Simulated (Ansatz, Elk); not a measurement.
# Bonding as seen by X-rays: ZnCr2

Structure refinements treat a crystal as free atoms side by side. For a made-up structure of ZnCr2 (cell and positions from a PBE relaxation) the runs below show what the calculated density changes in F(hkl).

Calculated with Elk 11.2.3 (patched build); DFT, PBE, all-electron APW+lo, Dirac cores, scalar-relativistic bands, static density, no spin.

The structure was built from a prototype and need not be the compound's stable phase.

## Step 1: Set-up

The structure is tetragonal, space group I4/mcm (No. 140). The conventional cell has a = 5.785 Å, b = 5.785 Å, c = 4.679 Å, α = 90.00°, β = 90.00°, γ = 90.00°. Zn has 2 Zn at 2.34 Å and 8 Cr at 2.58 Å nearest. Nearest to Cr lie 1 Cr at 2.01 Å and 4 Zn at 2.58 Å. Farther neighbours are not listed.

## Step 2: Ground state and structure factors

An all-electron density is needed, since X-rays see the cores too. Task 0 finds the density and task 195 Fourier-transforms it; tshift is off so that phases refer to the origin typed.

Contents of elk.in:

```
tasks
  0
  195

xctype
  20

spinpol
  .false.

rgkmax
  7.0

gmaxvr
  14.0

lmaxo
  7

lmaxapw
  8

swidth
  0.002

tshift
  .false.

ramdisk
  .false.

hmaxvr
  5.5

maxscl
  120

epspot
  1e-06

sppath
  './'

avec
  -5.46626966307 5.46626966307 4.42073148407
  5.46626966307 -5.46626966307 4.42073148407
  5.46626966307 5.46626966307 -4.42073148407

atoms
  2
  'Zn.in'
  2
  0.7500000000 0.7500000000 0.0000000000   0.000000 0.000000 0.000000
  0.2500000000 0.2500000000 0.0000000000   0.000000 0.000000 0.000000
  'Cr.in'
  4
  0.8769785027 0.6230214973 0.5000000000   0.000000 0.000000 0.000000
  0.3769785027 0.8769785027 0.2539570054   0.000000 0.000000 0.000000
  0.1230214973 0.3769785027 0.5000000000   0.000000 0.000000 0.000000
  0.6230214973 0.1230214973 0.7460429946   0.000000 0.000000 0.000000

ngridk
  6 6 6
```

On the command line:

```bash
> OMP_NUM_THREADS=4 elk
```

Numbers of over 12 decimals in the logs are rounded to 6 here.

Log:

```text
┌─────────────────────────┐
│ Elk code version 11.2.3 │
└─────────────────────────┘

All units are atomic (Hartree, Bohr, etc.)

┌─────────────────────────────────────────────────┐
│ Ground-state run starting from atomic densities │
└─────────────────────────────────────────────────┘

Lattice vectors :
  -5.466269663       5.466269663       4.420731484
   5.466269663      -5.466269663       4.420731484
   5.466269663       5.466269663      -4.420731484

Reciprocal lattice vectors :
 -0.7476918785E-17  0.5747233209      0.7106499603
  0.5747233209     -0.7476918785E-17  0.7106499603
  0.5747233209      0.5747233209     -0.1352100739E-16

Unit cell volume      :    528.3676665
Brillouin zone volume :   0.4694651644

Muffin-tin inner radius fraction :   0.1000000000E-01

Nuclei treated as point charges

Species : 1 (Zn)
 parameters loaded from : Zn.in
 name : zinc
 nuclear charge    :   -30.00000000
 electronic charge :    30.00000000
 atomic mass :    119233.3130
 muffin-tin radius :    2.185365742
 number of radial points in muffin-tin :    993
 inner part over the whole radius :   0.9961145860E-02
 number on inner part of muffin-tin    :    700
 approximate nuclear radius :   0.7484757725E-04
 number of mesh points to nuclear radius :    339
 atomic positions (lattice), magnetic fields (Cartesian) :
  1 :  -0.25000000 -0.25000000  0.00000000    0.00000000  0.00000000  0.00000000
  2 :   0.25000000  0.25000000  0.00000000    0.00000000  0.00000000  0.00000000

Species : 2 (Cr)
 parameters loaded from : Cr.in
 name : chromium
 nuclear charge    :   -24.00000000
 electronic charge :    24.00000000
 atomic mass :    94783.09202
 muffin-tin radius :    1.877028651
 number of radial points in muffin-tin :    993
 inner part over the whole radius :   0.9966655302E-02
 number on inner part of muffin-tin    :    695
 approximate nuclear radius :   0.6987106690E-04
 number of mesh points to nuclear radius :    334
 atomic positions (lattice), magnetic fields (Cartesian) :
  1 :  -0.12302150 -0.37697850  0.50000000    0.00000000  0.00000000  0.00000000
  2 :   0.37697850 -0.12302150  0.25395701    0.00000000  0.00000000  0.00000000
  3 :   0.12302150  0.37697850  0.50000000    0.00000000  0.00000000  0.00000000
  4 :  -0.37697850  0.12302150 -0.25395701    0.00000000  0.00000000  0.00000000

Total number of atoms per unit cell :    6
Total muffin-tin volume :    198.2416411
 ratio of muffin-tin to unit cell volume :   0.3751963900

Spin treatment :
 spin-unpolarised

Number of Bravais lattice symmetries :   16
Number of crystal symmetries         :   16
Crystal has inversion symmetry
Real symmetric eigensolver will be used

k-point grid :      6     6     6
k-point offset :    0.000000000       0.000000000       0.000000000
k-point set is reduced with full crystal symmetry group
Total number of k-points :       30

Muffin-tin radius times maximum |G+k| :    7.000000000
 using average radius
Maximum |G+k| for APW functions       :    3.535696960
Maximum (1/2)|G+k|²                   :    6.250576496
Maximum |G| for potential and density :    14.00000000
Constant for pseudocharge density :    8
 order of it for each species :   15  15
 order of it for pair densities of each species (exact exchange by exxq0 0: 16) :   12   8
Radial integration step length :    1

G-vector grid sizes :     40    40    40
Number of G-vectors :    24503

Maximum angular momentum used for
 APW functions            :    8
 outer part of muffin-tin :    7
 inner part of muffin-tin :    2

Total nuclear charge    :   -156.0000000
Total core charge       :    64.00000000
Total valence charge    :    92.00000000
Total excess charge     :    0.000000000
Total electronic charge :    156.0000000

Effective Wigner radius, rₛ :   0.9316247302

Number of empty states         :     24
Total number of valence states :     71
Total number of core states    :     64

Third-order local-orbitals added for an l without core states : T
Total number of local-orbitals :    136

[...]
Madelung                    :     -9354.1051278688
 xc potential                :     -399.23360861647
 exchange                    :     -328.63019203861
 correlation                 :     -7.297045
 electron entropic           :    -0.80133763479590E-03
 total energy                :     -7796.3660733522

Density of states at Fermi energy :    54.66966653
 (states/Hartree/unit cell)

Estimated indirect band gap :   0.1018828040E-02
 from k-point 26 to k-point 16
Estimated direct band gap   :   0.5049660762E-02
 at k-point 26

Charges :
 core                        :    64.00000000
 valence                     :    92.00000000
 interstitial                :    14.49806745
 muffin-tins (core leakage)
  species : 1 (Zn)
[...]
species : 2 (Cr)
[...]
total in muffin-tins        :    141.5019326
 total calculated charge     :    155.9990115
 total charge                :    156.0000000
 error                       :   0.9885380358E-03

RMS change in Kohn-Sham potential (target) :   0.3788811407     (  0.1000000000E-05)
Absolute change in total energy (target)   :   0.2425175963     (  0.1000000000E-03)

[... loops 3 to 15 left out ...]

┌──────────────────┐
│ Loop number : 16 │
└──────────────────┘

Energies :
 Fermi                       :     0.358191
 sum of occupied eigenvalues :     -4491.4903790065
 electron kinetic            :      7909.8569559118
 core electron kinetic       :      7082.4098154621
 Coulomb                     :     -15366.969234932
 Coulomb potential           :     -11961.827603567
 nuclear-nuclear             :     -1300.8798358393
 electron-nuclear            :     -16210.008962802
 Hartree                     :      2143.9195637094
 Madelung                    :     -9386.0554331479
 xc potential                :     -439.51973135082
 exchange                    :     -331.21592860292
 correlation                 :     -7.286349
 electron entropic           :    -0.14946588520178E-02
 total energy                :     -7795.6160510162

Density of states at Fermi energy :    105.5602610
 (states/Hartree/unit cell)

Estimated indirect band gap :   0.4519655337E-03
 from k-point 28 to k-point 24
Estimated direct band gap   :   0.1596470724E-02
 at k-point 26

Charges :
 core                        :    64.00000000
 valence                     :    92.00000000
 interstitial                :    12.41894766
 muffin-tins (core leakage)
  species : 1 (Zn)
[...]
species : 2 (Cr)
[...]
total in muffin-tins        :    143.5810523
 total calculated charge     :    155.9990199
 total charge                :    156.0000000
 error                       :   0.9801361872E-03

RMS change in Kohn-Sham potential (target) :   0.1196808443E-06 (  0.1000000000E-05)
Absolute change in total energy (target)   :   0.9473207410E-04 (  0.1000000000E-03)

Convergence targets achieved

┌──────────────────┐
│ Loop number : 17 │
└──────────────────┘

Energies :
 Fermi                       :     0.358191
 sum of occupied eigenvalues :     -4491.4903647752
 electron kinetic            :      7909.8569700645
 core electron kinetic       :      7082.4098163301
 Coulomb                     :     -15366.969239164
 Coulomb potential           :     -11961.827607010
 nuclear-nuclear             :     -1300.8798358393
 electron-nuclear            :     -16210.008967210
 Hartree                     :      2143.9195638854
 Madelung                    :     -9386.0554356593
 xc potential                :     -439.51972782968
 exchange                    :     -331.21592857593
 correlation                 :     -7.286349
 electron entropic           :    -0.14946589847949E-02
 total energy                :     -7795.6160410556

Density of states at Fermi energy :    105.5602684
 (states/Hartree/unit cell)

Estimated indirect band gap :   0.4519588771E-03
 from k-point 28 to k-point 24
Estimated direct band gap   :   0.1596485013E-02
 at k-point 26

Charges :
 core                        :    64.00000000
 valence                     :    92.00000000
 interstitial                :    12.41894766
 muffin-tins (core leakage)
  species : 1 (Zn)
[...]
species : 2 (Cr)
[...]
atom 2                    :    21.50846621     ( -0.1941698606E-06)
   atom 3                    :    21.50846621     ( -0.1941698606E-06)
   atom 4                    :    21.50846621     ( -0.1941698606E-06)
 total in muffin-tins        :    143.5810523
 total calculated charge     :    155.9990199
 total charge                :    156.0000000
 error                       :   0.9801360703E-03

┌──────────────────────────────┐
│ Self-consistent loop stopped │
└──────────────────────────────┘

Warning : core states of species 1 leak from the muffin-tin :   0.2889556692E-03

Wrote STATE.OUT
```

Run time: 41 s. Hardware: 4 threads of Intel Xeon Platinum 8375C at 2.90GHz (Ice Lake), shared host; peak memory 0.23 GiB.

SFACRHO.OUT:

```text

h k l indices transformed by vhmat matrix:
   1.000000000       0.000000000       0.000000000    
   0.000000000       1.000000000       0.000000000    
   0.000000000       0.000000000       1.000000000    

      h      k      l  multipl.   |H|            Re(F)            Im(F)           |F|

      0      0      0      1   0.0000000       156.00000      0.70825985E-16   156.00000    
     -1      1      0      4  0.81278152       11.226976      0.60307985E-14   11.226976    
     -1      0      0      8  0.91396404     -0.18331436E-14  0.18331436E-14  0.25924565E-14
     -1      1      1      4   1.1494466       52.471733     -0.36662872E-14   52.471733    
      1      1     -1      2   1.4212999       22.584502     -0.11763236E-13   22.584502    
      0     -1     -1      8   1.4685223       47.890285      0.14665149E-13   47.890285    
      1      0      1      8   1.4685223      -47.890285      -0.0000000       47.890285    
      2     -2      0      4   1.6255630       45.096105      0.29108762E-13   45.096105    
      2      0     -1      8   1.6372866      -78.347933      0.69009663E-14   78.347933    
     -1      1     -2      4   1.8174347       72.837032     -0.25205724E-13   72.837032    
     -1      1      2      4   1.8174347       72.837032     -0.34371442E-14   72.837032    
     -2      0      0      8   1.8279281      -41.131068      0.18331436E-14   41.131068    
     -1      2     -2      8   1.8648821      0.27497154E-13 -0.45828590E-13  0.53444860E-13
     -1     -1     -1      8   2.1592935      -39.014741     -0.14894292E-13   39.014741    
      2     -3      1      8   2.1906650      -40.835041     -0.21997723E-13   40.835041    
     -3      2      1      8   2.1906650       40.835041      0.73325744E-14   40.835041    
     -1     -2      2      8   2.2080573      0.18331436E-13 -0.40329159E-13  0.44299917E-13
     -2      2      2      4   2.2988933      -16.000292      0.18331436E-13   16.000292
```

Elk indexes on the primitive cell of elk.in and gives |H| = 4π sin θ/λ in inverse bohr. Below, one row stands for each form hkl of the conventional cell (m members, Friedel mates merged), F is for one primitive cell and the density is static (no thermal factor). Free-atom factors are Waasmaier and Kirfel's, and R is Σm||F|−|F'||/Σm|F|.

```csv
hkl,m,sin θ/λ (Å⁻¹),"abs F, DFT",neutral atoms,diff.
110,4,0.122,11.227,11.227,+0.000
101,8,0.137,0.000,0.000,+0.000
200,4,0.173,52.472,52.452,+0.020
002,2,0.214,22.584,23.594,-1.010
211,16,0.221,47.890,48.992,-1.102
220,4,0.244,45.096,45.409,-0.313
112,8,0.246,78.348,79.446,-1.098
310,8,0.273,72.837,74.099,-1.261
202,8,0.275,41.131,41.648,-0.517
301,8,0.280,0.000,0.000,+0.000
222,8,0.325,39.015,39.721,-0.707
321,16,0.329,40.835,41.289,-0.454
103,8,0.332,0.000,0.000,+0.000
400,4,0.346,16.000,16.108,-0.107
```

## Step 3: The highest occupied states alone

An energy window below the Fermi level keeps the highest occupied states, to see at which angles they scatter; shallow core shells can lie inside it and anion s states outside. No new self-consistency is needed.

Edit elk.in of step 2 so:

```diff
@@ -1,3 +1,2 @@
 tasks
-  0
   195
@@ -40,2 +39,5 @@
 
+wsfac
+  -0.009300 0.658190
+
 sppath
```

On the command line:

```bash
> OMP_NUM_THREADS=4 elk
```

Log:

```text
┌─────────────────────────────────┐
│ Elk code version 11.2.3 started │
└─────────────────────────────────┘

Info(readinput): the functional depends on the density's gradient
 muffin-tin radial points multiplied by    2.00000
 (not where nrmtscf is given)

┌────────────────────┐
│ Current task : 195 │
└────────────────────┘
Info(checkmt): changed muffin-tin radius of species 1 (Zn) from   2.4000 to   2.1854
Info(checkmt): changed muffin-tin radius of species 2 (Cr) from   2.4000 to   1.8770

Info(sfacrho): density structure factors written to SFACRHO.OUT

 Energy window :  -0.9300000000E-02  0.6581900000

┌──────────────────┐
│ Elk code stopped │
└──────────────────┘
```

Run time: 7.1 s. Hardware: 4 threads; peak memory 0.16 GiB; 10 s of CPU time.

States within 10 eV below the Fermi level hold 48.00 electrons; any levels below the window count with the cores. Their amplitudes can exceed the total, where window and core parts have opposite phase:

```csv
hkl,sin θ/λ (Å⁻¹),"abs F, window","abs F, all"
110,0.122,11.303,11.227
101,0.137,0.000,0.000
200,0.173,16.880,52.472
002,0.214,6.108,22.584
211,0.221,5.354,47.890
220,0.244,13.016,45.096
112,0.246,16.191,78.348
310,0.273,14.204,72.837
202,0.275,11.472,41.131
301,0.280,0.000,0.000
```

## Step 4: Another functional

The difference from free atoms is small, so it is set against the change that PBEsol makes.

Edit elk.in of step 3 so:

```diff
@@ -1,2 +1,3 @@
 tasks
+  0
   195
@@ -4,3 +5,3 @@
 xctype
-  20
+  22
 
@@ -39,5 +40,2 @@
 
-wsfac
-  -0.009300 0.658190
-
 sppath
```

On the command line:

```bash
> OMP_NUM_THREADS=4 elk
```

Log:

```text
┌─────────────────────────┐
│ Elk code version 11.2.3 │
└─────────────────────────┘

All units are atomic (Hartree, Bohr, etc.)

┌─────────────────────────────────────────────────┐
│ Ground-state run starting from atomic densities │
└─────────────────────────────────────────────────┘

Lattice vectors :
  -5.466269663       5.466269663       4.420731484
   5.466269663      -5.466269663       4.420731484
   5.466269663       5.466269663      -4.420731484

Reciprocal lattice vectors :
 -0.7476918785E-17  0.5747233209      0.7106499603
[...]
muffin-tins (core leakage)
  species : 1 (Zn)
[...]
species : 2 (Cr)
[...]
atom 3                    :    21.50176124     ( -0.1939963674E-06)
   atom 4                    :    21.50176124     ( -0.1939963674E-06)
 total in muffin-tins        :    143.5587734
 total calculated charge     :    155.9990029
 total charge                :    156.0000000
 error                       :   0.9971324676E-03

┌──────────────────────────────┐
│ Self-consistent loop stopped │
└──────────────────────────────┘

Warning : core states of species 1 leak from the muffin-tin :   0.2945827532E-03

Wrote STATE.OUT
[key lines of the parts left out:]
total energy                :     -7788.6179146435
```

The job ended after 45 s (4 threads; peak memory 0.24 GiB).

Against the first run R = 0.02 %; the largest change is -0.040 at 402.

## Step 5: Basis size

A smaller basis shows how fast F responds to it; the change is likely larger than the basis error of the first run, but doesn't show convergence.

Edit elk.in of step 4 so:

```diff
@@ -5,3 +5,3 @@
 xctype
-  22
+  20
 
@@ -11,3 +11,3 @@
 rgkmax
-  7.0
+  5.5
```

On the command line:

```bash
> OMP_NUM_THREADS=4 elk
```

Log:

```text
┌─────────────────────────┐
│ Elk code version 11.2.3 │
└─────────────────────────┘

All units are atomic (Hartree, Bohr, etc.)

┌─────────────────────────────────────────────────┐
│ Ground-state run starting from atomic densities │
└─────────────────────────────────────────────────┘

Lattice vectors :
  -5.466269663       5.466269663       4.420731484
   5.466269663      -5.466269663       4.420731484
   5.466269663       5.466269663      -4.420731484

Reciprocal lattice vectors :
 -0.7476918785E-17  0.5747233209      0.7106499603
[...]
muffin-tins (core leakage)
  species : 1 (Zn)
[...]
species : 2 (Cr)
[...]
atom 3                    :    21.39022650     ( -0.1941803927E-06)
   atom 4                    :    21.39022650     ( -0.1941803927E-06)
 total in muffin-tins        :    143.0629550
 total calculated charge     :    155.9995888
 total charge                :    156.0000000
 error                       :   0.4112452433E-03

┌──────────────────────────────┐
│ Self-consistent loop stopped │
└──────────────────────────────┘

Warning : core states of species 1 leak from the muffin-tin :   0.2897986336E-03

Wrote STATE.OUT
[key lines of the parts left out:]
total energy                :     -7795.0701485749
```

It took 32 s on 4 threads; peak memory 0.22 GiB.

Against the first run R = 0.11 %; the largest change is -0.200 at 002.

## Step 6: Settings against the effect

```csv
run,R against the first run (%),"R against neutral atoms, low angle (%)",wall time
"PBE, rgkmax 7",0.00,1.58,41 s
PBEsol,0.02,1.62,45 s
rgkmax 5.5,0.11,1.75,32 s
```

## Step 7: Outcome

```
R against neutral atoms, sin θ/λ < 0.3 Å⁻¹ : 1.58 %
R against neutral atoms, 0.3 to 0.83 Å⁻¹   : 0.54 %
```

What this shows: Independent neutral atoms miss the calculated amplitudes by R = 1.58 % below 0.3 Å⁻¹ and 0.54 % from there to 0.83 Å⁻¹; by shells, 0.00 % below 0.15 Å⁻¹ (1 form), 1.61 % 0.15 to 0.3 (7 forms), 0.66 % 0.3 to 0.45 (16 forms), 0.51 % above 0.45 (92 forms). Bonding, aspherical density and the tables' own atoms all enter these figures, and the runs don't part them. The largest change of an amplitude is -1.26 electrons, at 310. The window's part falls from 48.0 electrons at the origin to at most 7.00 between 0.45 and 0.83 Å⁻¹, where compact states inside the window still scatter. Below 0.3 Å⁻¹ the changes that finished (PBEsol and rgkmax 5.5) move F by R = 0.17 % at most, against the 1.58 % that separates it from free atoms. The k-mesh has no finished test. These runs have no spin, though d or f shells may be open. Part of the difference isn't bonding: the tables are fits to free atoms and ions calculated by other methods than this functional. Thermal motion, anomalous dispersion and extinction are left out.

[Logs are printed without paths, hosts, clocks, repeated set-up lines and the standing remarks that a program may print on its own settings, such as how far it seeks lower states.]

[Hosts, paths, dates, database ids (printed as entryN), source tags and the programs' standing remarks are cut or masked in the printed files.]
